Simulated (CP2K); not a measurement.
The O K edge of ethyl formate was computed by TDDFT (CP2K XAS_TDP, aug-cc-pVDZ, TDA) at these levels: PBE, PBEh(45%) and PBEh(45%) + GW2X. The first three lines of O3 (bonded to 2 C) with a strength over 0.0015, energy in eV and strength:

```csv
run,first,second,third
1,535.13 (0.019),537.16 (0.031),537.96 (0.003)
2,511.20 (0.012),513.74 (0.005),515.63 (0.008)
3,530.58 (0.019),532.61 (0.032),533.41 (0.003)
```

Q: Which run is which?

Run 1: PBEh(45%) + GW2X (45 % exact exchange). Run 2: PBE (0 % exact exchange). Run 3: PBEh(45%) (45 % exact exchange). Self-interaction lifts the core level, so the uncorrected lines rise with the share of exact exchange. The GW2X run keeps the spacings of its parent: 2.03 eV between the first two lines in run 1, 2.03 eV in run 3. Its shift is +4.55 eV, since the Kohn–Sham level at this share of exchange lies that far above the quasiparticle level.

[Banner, clock and machine lines of the logs are left out without a mark of their own.]

[Logs are printed without paths, hosts, clocks, repeated set-up lines and the standing remarks that a program may print on its own settings, such as how far it seeks lower states.]

[Hosts, paths, dates, database ids (printed as entryN), source tags and the programs' standing remarks are cut or masked in the printed files.]
